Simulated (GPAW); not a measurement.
# Mo2C(OH)2 MXene monolayer: work function by functional and basis, part 2 of 2

How far do functional and basis move the work function of Mo2C(OH)2 MXene monolayer?

GPAW 26.7.0; GPAW, PAW setups; layer in a repeated cell with vacuum, relaxation of atoms and in-plane cell (the session's first sound run).

So far, upper work function (eV): step 3 (plane waves, PBE) 1.90; step 5 (self-consistent run: xc = "vdW-DF2", GPAW, PAW setups, GPAW) 2.84; step 6 (OptPBE vdW: xc = "optPBE-vdW", GPAW, PAW setups, GPAW) 2.33; step 7 (self-consistent run: xc = "LDA") 2.17; step 8 (self-consistent run: xc = "revPBE") 1.74.

### Step 9. Real-space grid: mode = "fd"

A real-space grid is a second complete basis, so it checks the plane-wave result.

Input file run.py:

```python
import json
import numpy as np
from ase import Atoms
from gpaw import GPAW

slab = Atoms(
    ['H', 'O', 'Mo', 'C', 'Mo', 'O', 'H'],
    positions=[
        [-0.00000, 1.87816, 7.00000],
        [0.00000, 1.87816, 7.97514],
        [1.62653, 0.93908, 9.29078],
        [-0.00000, 0.00000, 10.24979],
        [-0.00000, 1.87816, 11.20881],
        [1.62653, 0.93908, 12.52445],
        [1.62653, 0.93908, 13.49959]],
    cell=[[3.25307, 0.0, 0.0], [-1.62653, 2.81724, 0.0], [0.0, 0.0, 20.4996]],
    pbc=[True, True, False])

slab.calc = GPAW(mode='fd', h=0.18, xc='PBE', kpts={'size': (12, 12, 1), 'gamma': True},
                 occupations={'name': 'fermi-dirac', 'width': 0.05}, nbands='160%',
                 convergence={'density': 1e-05}, maxiter=200,
                 poissonsolver={'dipolelayer': 'xy'},
                 symmetry={'tolerance': 1e-3}, txt='slab.txt')
result = {}
energy = slab.get_potential_energy()
fermi = slab.calc.get_fermi_level()
v = slab.calc.get_electrostatic_potential().mean((0, 1)) - fermi
n = slab.calc.get_pseudo_density().mean((0, 1))
L = slab.cell[2, 2]
z = np.arange(len(v)) * L / len(v)
low, high = slab.positions[:, 2].min(), slab.positions[:, 2].max()
below, above = np.interp([low - 4.8, high + 4.8], z, v)
slopes = [np.interp(x, z, np.gradient(v, z)) for x in (low - 4.8, high + 4.8)]
eps = np.array([[slab.calc.get_eigenvalues(k, s) for k in range(len(slab.calc.get_ibz_k_points()))]
                for s in range(slab.calc.get_number_of_spins())]) - fermi
top, bottom = eps[eps < 0].max(), eps[eps > 0].min()
dipole = slab.get_dipole_moment()[2]
print(f'energy {energy:.4f} eV, Fermi level {fermi:.4f} eV, dipole {dipole:.5f} e A')
print(f'potential 4.8 A off the faces, from the Fermi level: lower {below:.4f} eV, upper {above:.4f} eV')
print(f'slope of the potential there: lower {slopes[0]:.5f}, upper {slopes[1]:.5f} eV/A')
print(f'nearest levels on the mesh: {top:.4f} and {bottom:.4f} eV')
print('magnetic moment', round(slab.get_magnetic_moment(), 3))
result.update(energy=energy, fermi=fermi, dipole=dipole, below=below, above=above, slopes=slopes, edges=[top, bottom],
              z=z.tolist(), v=v.tolist(), n=n.tolist(), positions=slab.positions.tolist(),
              forces=slab.get_forces(apply_constraint=False).tolist(), moments=slab.get_magnetic_moments().tolist())
json.dump(result, open('result.json', 'w'))
```

Launch:

```
$ OMP_NUM_THREADS=1 OPENBLAS_NUM_THREADS=1 python run.py
```

The job ended after 2.5 min (1 thread of Intel Xeon 6975P-C (Granite Rapids), shared host; peak memory 0.64 GiB).

This step gave:

* dipole along the normal: -1.51e-4 e·Å
* levels nearest the Fermi level on the mesh: -0.002346, 0.01128 eV from the Fermi level
* upper work function: 1.833 eV
* lower work function: 1.830 eV

The electrostatic potential energy of an electron (without an applied field's), less the Fermi level, planar mean oscillates, so the rows of the table below give means over windows of 1.56 Å about each position, cut where the curve ends. Its maxima inside the range that stand out by 2 % of the span (Å: eV): 7.3: -0.0113, 8.4: -5.59, 10.0: -13.5, 10.5: -13.5, 12.1: -5.59, 13.2: -0.00798. Its minima: 7.0: -0.961, 8.0: -9.38, 9.3: -22.5, 10.2: -15.2, 11.2: -22.5, 12.5: -9.38, 13.5: -0.958.

Table of electrostatic potential energy of an electron (without an applied field's), less the Fermi level, planar mean by z; means over each step:

```csv
z (Å),"electrostatic potential energy of an electron (without an applied field's), less the Fermi level, planar mean (eV)"
0.78,1.83
2.34,1.83
3.90,1.78
5.46,1.48
7.02,-0.731
8.58,-11.7
10.14,-15.8
11.70,-13.4
13.26,-2.03
14.82,1.36
16.38,1.77
17.94,1.83
19.50,1.84
```

The upper face's work function is 1.833 eV, against 1.902 eV in the first plane-wave PBE run at this geometry.

### Step 10. Atomic orbitals: mode = "lcao"

Atom-centred orbitals end a few angstrom from the surface, which tests how much the density's tail matters.

run.py: that of step 9 with these lines changed.

```diff
@@ -18,4 +18,4 @@
 
-slab.calc = GPAW(mode='fd', h=0.18, xc='PBE', kpts={'size': (12, 12, 1), 'gamma': True},
-                 occupations={'name': 'fermi-dirac', 'width': 0.05}, nbands='160%',
+slab.calc = GPAW(mode='lcao', basis='dzp', h=0.18, xc='PBE', kpts={'size': (12, 12, 1), 'gamma': True},
+                 occupations={'name': 'fermi-dirac', 'width': 0.05}, nbands='120%',
                  convergence={'density': 1e-05}, maxiter=200,
```

Run time: 4.7 min. Hardware: 1 thread; peak memory 0.33 GiB.

This step gave:

- dipole along the normal: -1.52e-4 e·Å
- levels nearest the Fermi level on the mesh: -0.02141, 0.01364 eV from the Fermi level
- upper work function: 1.167 eV
- lower work function: 1.164 eV

The electrostatic potential energy of an electron (without an applied field's), less the Fermi level, planar mean oscillates, so the rows of the table below give means over windows of 1.56 Å about each position, cut where the curve ends. Its maxima inside the range that stand out by 2 % of the span (Å: eV): 7.3: -0.00919, 8.4: -5.56, 10.0: -13.8, 10.5: -13.8, 12.1: -5.56, 13.2: -0.00582. Its minima: 7.0: -1.02, 8.0: -9.32, 9.3: -22.6, 10.2: -15.5, 11.2: -22.6, 12.5: -9.32, 13.5: -1.02.

Table of electrostatic potential energy of an electron (without an applied field's), less the Fermi level, planar mean by z; means over each step:

```csv
z (Å),"electrostatic potential energy of an electron (without an applied field's), less the Fermi level, planar mean (eV)"
0.78,1.16
2.34,1.16
3.90,1.16
5.46,1.06
7.02,-0.789
8.58,-11.7
10.14,-16.0
11.70,-13.5
13.26,-2.05
14.82,0.994
16.38,1.16
17.94,1.17
19.50,1.17
```

The upper face's work function is 1.167 eV, against 1.902 eV in the first plane-wave PBE run at this geometry.

### Step 11. Cost and result by level

Times are for 1 thread of Intel Xeon 6975P-C (Granite Rapids), shared host. The series side by side:

```csv
no.,run,upper work function (eV),lower work function (eV),time,memory (GiB)
1,pw,1.902,1.899,55 s,0.27
2,RPBE,1.795,1.792,56 s,0.27
3,vdW DF2,2.843,2.839,5.3 min,0.46
4,optPBE vdW,2.333,2.330,67 s,0.45
5,LDA,2.171,2.167,47 s,0.27
6,revPBE,1.741,1.737,54 s,0.27
7,fd,1.833,1.830,2.5 min,0.64
8,lcao,1.167,1.164,4.7 min,0.33
```

### Step 12. Side by side

Results and costs are gathered.

This step: comparison of work functions, dipole and cost (GPAW 26.7.0).

Ladder, by row:

```csv
step,code,"work function, upper (eV)","work function, lower (eV)",dipole (e Å),wall time (s),peak memory (GiB),threads
pw,GPAW,1.902,1.899,-1.38e-4,55.11,0.27,1
RPBE,GPAW,1.795,1.792,-1.38e-4,56.08,0.27,1
vdW-DF2,GPAW,2.843,2.839,-1.37e-4,317.4,0.46,1
optPBE-vdW,GPAW,2.333,2.33,-1.37e-4,66.89,0.45,1
LDA,GPAW,2.171,2.167,-1.38e-4,47.37,0.27,1
revPBE,GPAW,1.741,1.737,-1.38e-4,54.43,0.27,1
fd,GPAW,1.833,1.83,-1.51e-4,147.1,0.64,1
lcao,GPAW,1.167,1.164,-1.52e-4,279.5,0.33,1
```

### Step 13. A changed run

One more run, with changed settings.

This step: GPAW, PAW setups; slab in vacuum (GPAW 26.7.0).

run.py: that of step 10 with these lines changed.

```diff
@@ -3,3 +3,3 @@
 from ase import Atoms
-from gpaw import GPAW
+from gpaw import GPAW, PW
 
@@ -18,5 +18,5 @@
 
-slab.calc = GPAW(mode='lcao', basis='dzp', h=0.18, xc='PBE', kpts={'size': (12, 12, 1), 'gamma': True},
-                 occupations={'name': 'fermi-dirac', 'width': 0.05}, nbands='120%',
-                 convergence={'density': 1e-05}, maxiter=200,
+slab.calc = GPAW(mode=PW(500), xc='pbe96', kpts={'size': (12, 12, 1), 'gamma': True},
+                 occupations={'name': 'fermi-dirac', 'width': 0.05}, nbands='160%',
+                 convergence={'density': 1e-05}, maxiter=50,
                  poissonsolver={'dipolelayer': 'xy'},
```

Wall time 0.49 s (1 thread); peak memory 0.1 GiB.

The program refused the input before any cycle.

The program's message: “NameError: Unknown functional: pbe96.”

The change that led to it: xc = "pbe96".

### Step 14. Outcome

```yaml
work_function_both_faces: 1.90 eV
dipole_along_the_normal: -1.4e-4 e Å
```

With plane waves and PBE the work function is 1.90 eV on the upper face and 1.90 eV on the lower. Over the sound runs of the table the upper face's work function spans 1.167 (lcao) to 2.843 eV (vdW-DF2). Atomic orbitals miss the plane-wave value by -0.73 eV, since they describe the tail of the density in the vacuum poorly. The starting lattice was a guess from atomic radii; the relaxation moved it by 8 %. The layer's cell and atoms come from the relaxation; spin-orbit coupling and temperature are left out.

[Logs are printed without paths, hosts, clocks, repeated set-up lines and the standing remarks that a program may print on its own settings, such as how far it seeks lower states.]

[Hosts, paths, dates, database ids (printed as entryN), source tags and the programs' standing remarks are cut or masked in the printed files.]
